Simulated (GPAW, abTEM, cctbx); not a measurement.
# LiCu3S3: the scripts behind a bonding study

Short scripts, each with its output. The start was made by putting kin elements into a known structure type; the compound need not exist, or be stable, in this form.

### 1. Build the all-electron density and subtract free atoms

```text
cell
1.0
     3.341874340    0.000000000    0.000000000
     0.000000000    3.341874340    0.000000000
     0.000000000    0.000000000   10.320918640
Cu S Li
3 3 1
Direct
0.000000000 0.000000000 0.544899560
0.500000000 0.500000000 0.257817290
0.000000000 0.000000000 0.993500130
0.500000000 0.500000000 0.492229590
0.000000000 0.000000000 0.202025920
0.000000000 0.000000000 0.785360700
0.500000000 0.500000000 0.737437180
```

```python
import numpy as np
from ase.io import read
from ase.units import Bohr
from gpaw import GPAW, PW, FermiDirac
from gpaw.calculator import GPAW as OldGPAW
from gpaw.mpi import serial_comm, world
from scipy.special import erfc
from scipy.spatial import cKDTree

atoms = read("cell.vasp")
atoms.calc = GPAW(mode=PW(550), xc="PBE", kpts={"size": (6, 6, 2), "gamma": True},
                 occupations=FermiDirac(0.05), maxiter=120, symmetry={"tolerance": 1e-5}, txt="scf.txt")
atoms.get_potential_energy()
rho = atoms.calc.get_all_electron_density(gridrefinement=2)
moments = atoms.get_magnetic_moments() if atoms.calc.get_number_of_spins() == 2 else np.zeros(len(atoms))
total = atoms.get_magnetic_moment() if moments.any() else 0.0
if world.rank == 0:
    free = OldGPAW(mode=PW(550), xc="PBE", txt=None, communicator=serial_comm)
    neutral = atoms.copy()
    neutral.set_initial_magnetic_moments(None)
    free.initialize(neutral)
    free.set_positions(neutral)
    drho = rho - free.get_all_electron_density(gridrefinement=2)
    # GPAW starts from confined atoms: exchange their smooth part for that of the datasets' free atoms
    h = np.stack(np.meshgrid(*[np.fft.fftfreq(n, 1 / n) for n in drho.shape], indexing="ij"), -1)
    gabs = np.linalg.norm(h @ atoms.cell.reciprocal(), axis=-1)
    tails = np.fft.fftn(free.get_pseudo_density(gridrefinement=2))
    g, form, v0 = np.linspace(0, gabs.max(), 1500), {}, 0
    for e in set(atoms.symbols):
        idx = atoms.symbols.search(e)
        d = free.setups[idx[0]].data
        r, w = d.rgd.r_g * Bohr, d.rgd.r_g**2 * d.rgd.dr_g
        j0 = np.sinc(2 * g[:, None] * r)
        smooth = sum(f * p**2 for f, p in zip(d.f_j, d.phit_jg)) + np.sqrt(4 * np.pi) * d.nct_g
        full = sum(f * p**2 for f, p in zip(d.f_j, d.phi_jg)) + np.sqrt(4 * np.pi) * d.nc_g
        phase = sum(np.exp(-2j * np.pi * h @ s) for s in atoms.get_scaled_positions()[idx])
        tails -= np.interp(gabs, g, j0 @ (smooth * w)) * phase * drho.size / atoms.get_volume()
        form[e] = j0 @ (full * w)
        v0 += 2 * np.pi / 3 * 14.3996 * (full * w * r**2).sum() * len(idx)  # V A^3
    tails *= 0.5 * erfc((gabs - 1.8) / 0.25)  # the tails differ at long wavelengths alone
    drho += np.fft.ifftn(tails).real  # crystal minus superposed spherical free atoms
    np.save("drho.npy", drho)
    dv = atoms.get_volume() / drho.size
    print("grid", drho.shape, " electrons %.3f" % (rho.sum() * dv), " moved by bonding %.3f e" % (abs(drho).sum() * dv / 2))
    pts = np.indices(drho.shape).reshape(3, -1).T / drho.shape @ atoms.cell
    shifts = (np.indices((3, 3, 3)).reshape(3, -1).T - 1) @ atoms.cell
    images = (atoms.positions[None] + shifts[:, None]).reshape(-1, 3)
    dist, idx = cKDTree(images).query(pts, k=4)
    out = drho.ravel()[dist[:, 0] > 0.5]
    print("deformation density beyond 0.5 A of the nuclei: max %.3f, min %.3f e/A^3" % (out.max(), out.min()))
    tie = dist < dist[:, :1] + 1e-4
    q = -np.bincount((idx % len(atoms))[tie], (drho.ravel()[:, None] / tie.sum(1, keepdims=True) * tie)[tie], len(atoms)) * dv
    print("atom        x       y       z   Voronoi charge  moment")
    for a, s, c, m in zip(atoms, atoms.get_scaled_positions(), q, moments):
        print("%-2s%-3d %7.4f %7.4f %7.4f %10.3f %10.2f" % (a.symbol, a.index + 1, *s, c, m))
    np.savez("free.npz", g=g, **form)
    print("mean inner potential of superposed free atoms %.3f V" % (v0 / atoms.get_volume()))
    print("total magnetic moment %.3f muB" % total)
```

```console
$ OMP_NUM_THREADS=1 mpirun -n 4 gpaw python run.py > gpaw.log
```

```text
grid (40, 40, 112)  electrons 138.000  moved by bonding 1.100 e
deformation density beyond 0.5 A of the nuclei: max 0.184, min -0.348 e/A^3
atom        x       y       z   Voronoi charge  moment
Cu1    0.0000  0.0000  0.5449      0.270       0.00
Cu2    0.5000  0.5000  0.2578      0.205       0.00
Cu3    0.0000  0.0000  0.9935      0.201       0.00
S 4    0.5000  0.5000  0.4922     -0.216       0.00
S 5    0.0000  0.0000  0.2020     -0.231       0.00
S 6    0.0000  0.0000  0.7854     -0.253       0.00
Li7    0.5000  0.5000  0.7374      0.024       0.00
mean inner potential of superposed free atoms 14.814 V
total magnetic moment 0.000 muB
```

Time: 33 s on 4 cores of Arm Neoverse N1 (shared host), peak memory 0.84 GiB.

### 2. Fourier-transform the difference

```python
from cctbx import adptbx, crystal, miller, xray
from cctbx.eltbx import tiny_pse
import numpy as np

cs = crystal.symmetry(unit_cell=(3.3419, 3.3419, 10.3209, 90, 90, 90), space_group_symbol='Hall: P 4 -2')  # P4mm
atoms = [  # label, site, U (iso, or U11 U22 U33 U12 U13 U23 in A^2), occupancy
    ("Cu1", (0, 0, 0.5449), 0.0000, 1),
    ("Cu2", (0.5, 0.5, 0.25782), 0.0000, 1),
    ("Cu3", (0, 0, 0.9935), 0.0000, 1),
    ("S1", (0.5, 0.5, 0.49223), 0.0000, 1),
    ("S2", (0, 0, 0.20203), 0.0000, 1),
    ("S3", (0, 0, 0.78536), 0.0000, 1),
    ("Li1", (0.5, 0.5, 0.73744), 0.0000, 1),
]
xs = xray.structure(crystal_symmetry=cs)
for label, site, u, occ in atoms:
    u = adptbx.u_cif_as_u_star(cs.unit_cell(), u) if isinstance(u, tuple) else u
    xs.add_scatterer(xray.scatterer(label, site=site, u=u, occupancy=occ))
xs.scattering_type_registry(table="wk1995")
drho = np.load("drho.npy")
T = np.array([[1, 0, 0], [0, 1, 0], [0, 0, 1]])  # conventional axes in terms of the primitive ones
dF = np.fft.ifftn(drho) * 115.26530  # electrons a conventional cell, indexed by primitive hkl
ms = miller.build_set(cs, anomalous_flag=False, d_min=0.9).sort("resolution")
iam = ms.structure_factors_from_scatterers(xs, algorithm="direct").f_calc()
p1 = xs.expand_to_p1()
z = np.array([tiny_pse.table(sc.scattering_type).atomic_number() for sc in p1.scatterers()])
x = np.array(p1.sites_frac())
free = np.load("free.npz")
print("static structure factors of the conventional cell: F in electrons, V (Mott-Bethe) in volts")
print("   h  k  l      d  |F| table  |F| free   |F| DFT   change   |V| free  |V| DFT  change %")
for h, d, table in list(zip(ms.indices(), ms.d_spacings().data(), iam.data()))[:16]:
    df = dF[tuple(np.rint(np.linalg.solve(T, h)).astype(int))]
    phase = np.exp(2j * np.pi * x @ h)
    f = sum(np.interp(1 / d, free["g"], free[sc.scattering_type]) * p for sc, p in zip(p1.scatterers(), phase))
    fz = (z * phase).sum()
    c = 14.3996 * d * d / (np.pi * cs.unit_cell().volume())
    v0, v1 = abs(fz - f) * c, abs(fz - f - df) * c
    print("%4d%3d%3d %7.4f %9.3f %9.3f %9.3f %8.3f %9.3f %8.3f %8s" % (h + (d, abs(table), abs(f), abs(f + df), abs(f + df) - abs(f), v0, v1, "%.1f" % (100 * (v1 / v0 - 1)) if v0 > 0.02 else "-")))
```

```console
$ python run.py
```

```text
static structure factors of the conventional cell: F in electrons, V (Mott-Bethe) in volts
   h  k  l      d  |F| table  |F| free   |F| DFT   change   |V| free  |V| DFT  change %
   0  0  1 10.3209    18.855    18.855    18.750   -0.105     1.172    1.365     16.5
   0  0  2  5.1604    14.803    14.775    14.527   -0.248     1.015    0.912    -10.1
   0  0  3  3.4403    45.292    45.171    44.937   -0.234     3.488    3.483     -0.1
   1  0  0  3.3419    36.064    35.988    35.988   -0.000     2.670    2.670      0.0
   1  0  1  3.1794    38.378    38.277    38.285    0.009     2.973    2.929     -1.5
   1  0  2  2.8051    42.036    41.633    41.099   -0.535     1.466    1.602      9.3
   0  0  4  2.5802    82.731    82.402    82.241   -0.162     6.223    6.266      0.7
   1  0  3  2.3971     1.468     1.474     1.516    0.042     0.320    0.306     -4.3
   1  1  0  2.3631   103.474   103.061   102.811   -0.250     7.758    7.814      0.7
   1  1  1  2.3035    15.210    15.118    15.065   -0.053     0.870    0.879      1.0
   1  1  2  2.1485    12.983    12.833    12.775   -0.058     0.528    0.534      1.0
   0  0  5  2.0642    22.725    22.641    22.550   -0.091     1.655    1.670      0.9
   1  0  4  2.0423    15.115    15.002    14.935   -0.067     0.827    0.839      1.4
   1  1  3  1.9478    37.529    37.287    37.076   -0.211     2.332    2.357      1.1
   1  0  5  1.7562    68.845    68.547    68.089   -0.459     4.442    4.498      1.3
   1  1  4  1.7427    70.102    69.749    69.352   -0.397     4.365    4.413      1.1
```

Time: 0.97 s on 1 core of Arm Neoverse N1 (shared host), peak memory 0.08 GiB.

### 3. Propagate a plane wave with and without the bonding term

```python
import abtem
import numpy as np
from ase.build import make_supercell
from ase.io import read

abtem.config.set({"dask.lazy": False, "fft": "fftw", "diagnostics.progress_bar": False})
M = [[0, 1, 0], [0, 0, 1], [1, 0, 0]]  # rows: x, y and beam direction in the primitive cell's axes
unit = make_supercell(read("cell.vasp"), M)
unit.set_cell(list(unit.cell.lengths()) + [90, 90, 90], scale_atoms=True)
unit.positions[:, 2] += 0.8355  # keeps atomic planes off the slice boundaries
unit.wrap()
slab = unit * (2, 2, 120)
print(slab.get_chemical_formula(), "| box %.2f x %.2f x %.2f A" % tuple(slab.cell.lengths()))

# change of the potential by bonding, from the DFT deformation density (Poisson's equation term by term)
drho = np.load("drho.npy")
prim = read("cell.vasp")
h = np.stack(np.meshgrid(*[np.fft.fftfreq(n, 1 / n) for n in drho.shape], indexing="ij"), -1).reshape(-1, 3).astype(int)
g2 = ((h @ prim.cell.reciprocal()) ** 2).sum(1)
keep = (g2 > 0) & (g2 < 2.5**2)
shape = (96, 295, 20)
vg = np.zeros(shape, complex)
hm = h[keep] @ np.array(M).T
move = np.exp(-2j * np.pi * hm[:, 2] * (0.8355 / unit.cell[2, 2] - 0.5 / shape[2]))  # the same shift, sampled at mid-points
vg[tuple(hm.T % np.array(shape)[:, None])] = -14.3996 / np.pi * (np.fft.fftn(drho).ravel() / drho.size)[keep] / g2[keep] * move
dV = np.fft.ifftn(vg).real * vg.size
dV = dV.reshape(96, 295, 2, 10).mean(3) * unit.cell[2, 2] / 2  # V A, projected in each slice
dV = np.tile(dV.transpose(2, 0, 1), (120, 2, 2))


def build(atoms):
    p = abtem.Potential(atoms, gpts=(192, 590), slice_thickness=[slab.cell[2, 2] / 240] * 240,
                        parametrization="lobato", projection="infinite", exit_planes=20).build()
    p.array[:] += BONDING * dV
    return p


sigmas = {'Cu': 0.063, 'S': 0.069, 'Li': 0.082}  # r.m.s. displacement along each axis, A
u = np.array([sigmas[s] for s in slab.symbols])[:, None]
rng = np.random.default_rng(118)


def potentials():
    for _ in range(3):  # frozen phonons, one configuration at a time
        atoms = slab.copy()
        atoms.positions += u * rng.standard_normal((len(atoms), 3))
        atoms.wrap()
        yield build(atoms)


for label, BONDING in (("IAM", 0.0), ("DFT", 1.0)):
    print("=====", label)
    rng = np.random.default_rng(118)  # the same displacements for both
    potential = build(slab)
    print("grid", potential.gpts, "slices", potential.num_slices)
    thickness = potential.exit_thicknesses
    wave = abtem.PlaneWave(energy=200000)
    dp = np.mean([wave.multislice(p).diffraction_patterns(max_angle="valid").array for p in potentials()], axis=0)
    hkl = [(0, 0, 0), (0, 0, 1), (0, 0, 2), (0, 0, 3), (0, 1, 0), (0, 1, 1), (0, 1, 2)]
    nx, ny = dp.shape[-2:]
    print("intensity of each beam, fraction of the incident wave")
    print("  t (A)" + "".join("%9s" % " ".join(map(str, h)) for h in hkl) + "  diffuse    total")
    grid = np.zeros((nx, ny), bool)
    grid[nx // 2 % 2::2, ny // 2 % 2::2] = True
    for t, a in list(zip(thickness, dp))[1:]:
        idx = [np.rint(np.array(M) @ np.linalg.solve([[1, 0, 0], [0, 1, 0], [0, 0, 1]], h)).astype(int) for h in hkl]
        print("%7.1f" % t + "".join("%9.5f" % a[nx // 2 + i[0] * 2, ny // 2 + i[1] * 2] for i in idx) + "%9.4f%9.4f" % (a[~grid].sum(), a.sum()))
```

```console
$ python run.py
```

```text
Cu1440Li480S1440 | box 6.68 x 20.64 x 401.02 A
===== IAM
grid (192, 590) slices 240
intensity of each beam, fraction of the incident wave
  t (A)    0 0 0    0 0 1    0 0 2    0 0 3    0 1 0    0 1 1    0 1 2  diffuse    total
   33.4  0.73820  0.00008  0.00020  0.01052  0.00329  0.00226  0.00017   0.0140   0.9992
   66.8  0.41740  0.00012  0.00227  0.03681  0.00827  0.00300  0.00150   0.0461   0.9973
  100.3  0.39896  0.00084  0.00618  0.04552  0.00959  0.00320  0.01127   0.0721   0.9957
  133.7  0.47959  0.00121  0.00514  0.02542  0.00805  0.00437  0.02860   0.0874   0.9950
  167.1  0.52922  0.00573  0.00150  0.00607  0.00737  0.00432  0.03078   0.1016   0.9940
  200.5  0.60471  0.01661  0.00680  0.00771  0.00585  0.00325  0.01208   0.1156   0.9931
  233.9  0.58715  0.02332  0.01709  0.01980  0.00325  0.00262  0.00068   0.1222   0.9926
  267.3  0.39604  0.02153  0.02116  0.03331  0.00472  0.00124  0.00738   0.1292   0.9922
  300.8  0.23346  0.02043  0.01956  0.04320  0.01115  0.00006  0.01840   0.1444   0.9913
  334.2  0.25634  0.02663  0.01722  0.03490  0.01588  0.00114  0.02986   0.1566   0.9905
  367.6  0.34606  0.03657  0.01487  0.01503  0.01434  0.00424  0.03621   0.1632   0.9900
  401.0  0.35717  0.05220  0.01693  0.00869  0.00966  0.00770  0.02569   0.1685   0.9896
===== DFT
grid (192, 590) slices 240
intensity of each beam, fraction of the incident wave
  t (A)    0 0 0    0 0 1    0 0 2    0 0 3    0 1 0    0 1 1    0 1 2  diffuse    total
   33.4  0.73809  0.00035  0.00005  0.01041  0.00325  0.00229  0.00026   0.0140   0.9992
   66.8  0.42929  0.00016  0.00129  0.03714  0.00802  0.00342  0.00192   0.0463   0.9973
  100.3  0.41465  0.00003  0.00469  0.04765  0.00932  0.00504  0.01265   0.0718   0.9958
  133.7  0.47279  0.00005  0.00446  0.02872  0.00881  0.00855  0.02792   0.0868   0.9950
  167.1  0.52700  0.00143  0.00085  0.00897  0.00956  0.00872  0.02549   0.1022   0.9940
  200.5  0.65145  0.00479  0.00289  0.00813  0.00767  0.00433  0.00816   0.1168   0.9930
  233.9  0.66550  0.00585  0.00839  0.01895  0.00391  0.00096  0.00071   0.1224   0.9926
  267.3  0.46987  0.00493  0.01094  0.03948  0.00611  0.00056  0.00482   0.1293   0.9922
  300.8  0.29878  0.00664  0.01233  0.05926  0.01392  0.00134  0.01189   0.1446   0.9912
  334.2  0.31539  0.01032  0.01296  0.05124  0.01851  0.00239  0.02468   0.1561   0.9904
  367.6  0.40572  0.01281  0.01017  0.02357  0.01695  0.00402  0.03376   0.1632   0.9899
  401.0  0.45452  0.01717  0.00932  0.01212  0.01311  0.00605  0.02404   0.1700   0.9894
```

Time: 89 s.

### 4. Scan a probe

```python
import abtem
import numpy as np
from ase.build import make_supercell
from ase.io import read

abtem.config.set({"dask.lazy": False, "fft": "fftw", "diagnostics.progress_bar": False})
M = [[0, 1, 0], [0, 0, 1], [1, 0, 0]]  # rows: x, y and beam direction in the primitive cell's axes
unit = make_supercell(read("cell.vasp"), M)
unit.set_cell(list(unit.cell.lengths()) + [90, 90, 90], scale_atoms=True)
unit.positions[:, 2] += 0.8355  # keeps atomic planes off the slice boundaries
unit.wrap()
slab = unit * (4, 2, 8)
print(slab.get_chemical_formula(), "| box %.2f x %.2f x %.2f A" % tuple(slab.cell.lengths()))

# change of the potential by bonding, from the DFT deformation density (Poisson's equation term by term)
drho = np.load("drho.npy")
prim = read("cell.vasp")
h = np.stack(np.meshgrid(*[np.fft.fftfreq(n, 1 / n) for n in drho.shape], indexing="ij"), -1).reshape(-1, 3).astype(int)
g2 = ((h @ prim.cell.reciprocal()) ** 2).sum(1)
keep = (g2 > 0) & (g2 < 2.5**2)
shape = (24, 74, 20)
vg = np.zeros(shape, complex)
hm = h[keep] @ np.array(M).T
move = np.exp(-2j * np.pi * hm[:, 2] * (0.8355 / unit.cell[2, 2] - 0.5 / shape[2]))  # the same shift, sampled at mid-points
vg[tuple(hm.T % np.array(shape)[:, None])] = -14.3996 / np.pi * (np.fft.fftn(drho).ravel() / drho.size)[keep] / g2[keep] * move
dV = np.fft.ifftn(vg).real * vg.size
dV = dV.reshape(24, 74, 2, 10).mean(3) * unit.cell[2, 2] / 2  # V A, projected in each slice
dV = np.tile(dV.transpose(2, 0, 1), (8, 4, 2))


def build(atoms):
    p = abtem.Potential(atoms, gpts=(96, 148), slice_thickness=[slab.cell[2, 2] / 16] * 16,
                        parametrization="lobato", projection="infinite", exit_planes=8).build()
    p.array[:] += BONDING * dV
    return p


def potentials():
    yield build(slab)  # atoms at rest


for label, BONDING in (("IAM", 0.0), ("DFT", 1.0)):
    print("=====", label)
    potential = build(slab)
    print("grid", potential.gpts, "slices", potential.num_slices)
    thickness = potential.exit_thicknesses
    probe = abtem.Probe(energy=200000, semiangle_cutoff=18)
    probe.grid.match(potential)
    print("wavelength %.5f A, largest angle on the grid %.0f mrad" % (probe.wavelength, min(probe.cutoff_angles)))
    detectors = {"ABF": (9, 18), "BF": (0, 9), "LAADF": (22, 58)}  # mrad
    columns = [  # name, x, y (A)
        ("Cu", 0.000, 5.624),
        ("Cu_b", 1.671, 2.661),
        ("Cu_c", 0.000, 10.254),
        ("S", 1.671, 5.080),
        ("S_b", 0.000, 2.085),
        ("S_c", 0.000, 8.106),
        ("void", 1.671, 9.461),
    ]
    scan = abtem.GridScan(start=(0.0000, 0.0000), end=(3.3419, 10.3209), gpts=(10, 31), endpoint=False)
    dets = [abtem.AnnularDetector(*v) for v in detectors.values()] + [abtem.PixelatedDetector(max_angle=27)]
    runs = [probe.scan(p, scan=scan, detectors=dets, max_batch=32) for p in potentials()]
    out = [sum(x[1:], x[0]) / len(x) for x in zip(*runs)]
    images = dict(zip(detectors, out))
    images["iCOM"] = out[-1].center_of_mass().integrate_gradient()
    np.save(label + "_pacbed.npy", out[-1].array.mean(axis=(1, 2)))
    print("PACBED pixel %.3f x %.3f mrad" % out[-1].angular_sampling)
    for name, im in images.items():
        im = im.interpolate(sampling=0.1, boundary="periodic").gaussian_filter(0.25)
        np.save(label + "_" + name + ".npy", im.array)
        print(name, "signal at the columns" + (", fraction of the beam" if name in detectors else ""))
        print("  t (A)     mean" + "".join("%10s" % c[0][:9] for c in columns))
        for t, a in list(zip(thickness, im.array))[1:]:
            at = [a[round((x - 0.0000) / im.sampling[0]) % a.shape[0], round((y - 0.0000) / im.sampling[1]) % a.shape[1]] for _, x, y in columns]
            print("%7.1f %8.5f" % (t, a.mean()) + "".join("%10.5f" % v for v in at))
```

```console
$ python run.py
```

```text
Cu192Li64S192 | box 13.37 x 20.64 x 26.73 A
===== IAM
grid (96, 148) slices 16
wavelength 0.02508 A, largest angle on the grid 60 mrad
PACBED pixel 1.876 x 1.215 mrad
ABF signal at the columns, fraction of the beam
  t (A)     mean        Cu      Cu_b      Cu_c         S       S_b       S_c      void
   13.4  0.71850   0.59850   0.58339   0.59763   0.66589   0.66256   0.66576   0.73629
   26.7  0.67760   0.38959   0.37118   0.38696   0.51850   0.50933   0.51552   0.72543
BF signal at the columns, fraction of the beam
  t (A)     mean        Cu      Cu_b      Cu_c         S       S_b       S_c      void
   13.4  0.24820   0.20867   0.20785   0.21041   0.24814   0.24145   0.24170   0.25596
   26.7  0.23547   0.13997   0.13449   0.14319   0.24270   0.22733   0.22826   0.25756
LAADF signal at the columns, fraction of the beam
  t (A)     mean        Cu      Cu_b      Cu_c         S       S_b       S_c      void
   13.4  0.02060   0.13322   0.14022   0.13254   0.05673   0.06231   0.05948   0.00293
   26.7  0.04933   0.27224   0.27219   0.27296   0.14021   0.15123   0.14587   0.00768
iCOM signal at the columns
  t (A)     mean        Cu      Cu_b      Cu_c         S       S_b       S_c      void
   13.4  0.03322   0.07764   0.07617   0.07602   0.07098   0.07165   0.07205   0.01682
   26.7  0.03322   0.11028   0.10343   0.10754   0.10879   0.10979   0.11079   0.00205
===== DFT
grid (96, 148) slices 16
wavelength 0.02508 A, largest angle on the grid 60 mrad
PACBED pixel 1.876 x 1.215 mrad
ABF signal at the columns, fraction of the beam
  t (A)     mean        Cu      Cu_b      Cu_c         S       S_b       S_c      void
   13.4  0.71834   0.59631   0.58144   0.59571   0.66623   0.66303   0.66695   0.73622
   26.7  0.67728   0.38536   0.36785   0.38335   0.51968   0.51080   0.51898   0.72525
BF signal at the columns, fraction of the beam
  t (A)     mean        Cu      Cu_b      Cu_c         S       S_b       S_c      void
   13.4  0.24816   0.20869   0.20789   0.21049   0.24793   0.24121   0.24142   0.25606
   26.7  0.23534   0.13982   0.13432   0.14322   0.24191   0.22653   0.22734   0.25794
LAADF signal at the columns, fraction of the beam
  t (A)     mean        Cu      Cu_b      Cu_c         S       S_b       S_c      void
   13.4  0.02073   0.13415   0.14115   0.13323   0.05676   0.06238   0.05941   0.00296
   26.7  0.04968   0.27397   0.27372   0.27427   0.14027   0.15139   0.14564   0.00773
iCOM signal at the columns
  t (A)     mean        Cu      Cu_b      Cu_c         S       S_b       S_c      void
   13.4  0.03143   0.07731   0.07657   0.07629   0.06875   0.06991   0.06723   0.01527
   26.7  0.03143   0.11126   0.10578   0.10976   0.10610   0.10809   0.10300   0.00076
```

Time: 18 s.

[Outputs are excerpts: Python notices, other lines and further rows are left out; steps that failed or that the build refused (PBEsol, TPSS) are not shown.]

[Logs are printed without paths, hosts, clocks, repeated set-up lines and the standing remarks that a program may print on its own settings, such as how far it seeks lower states.]
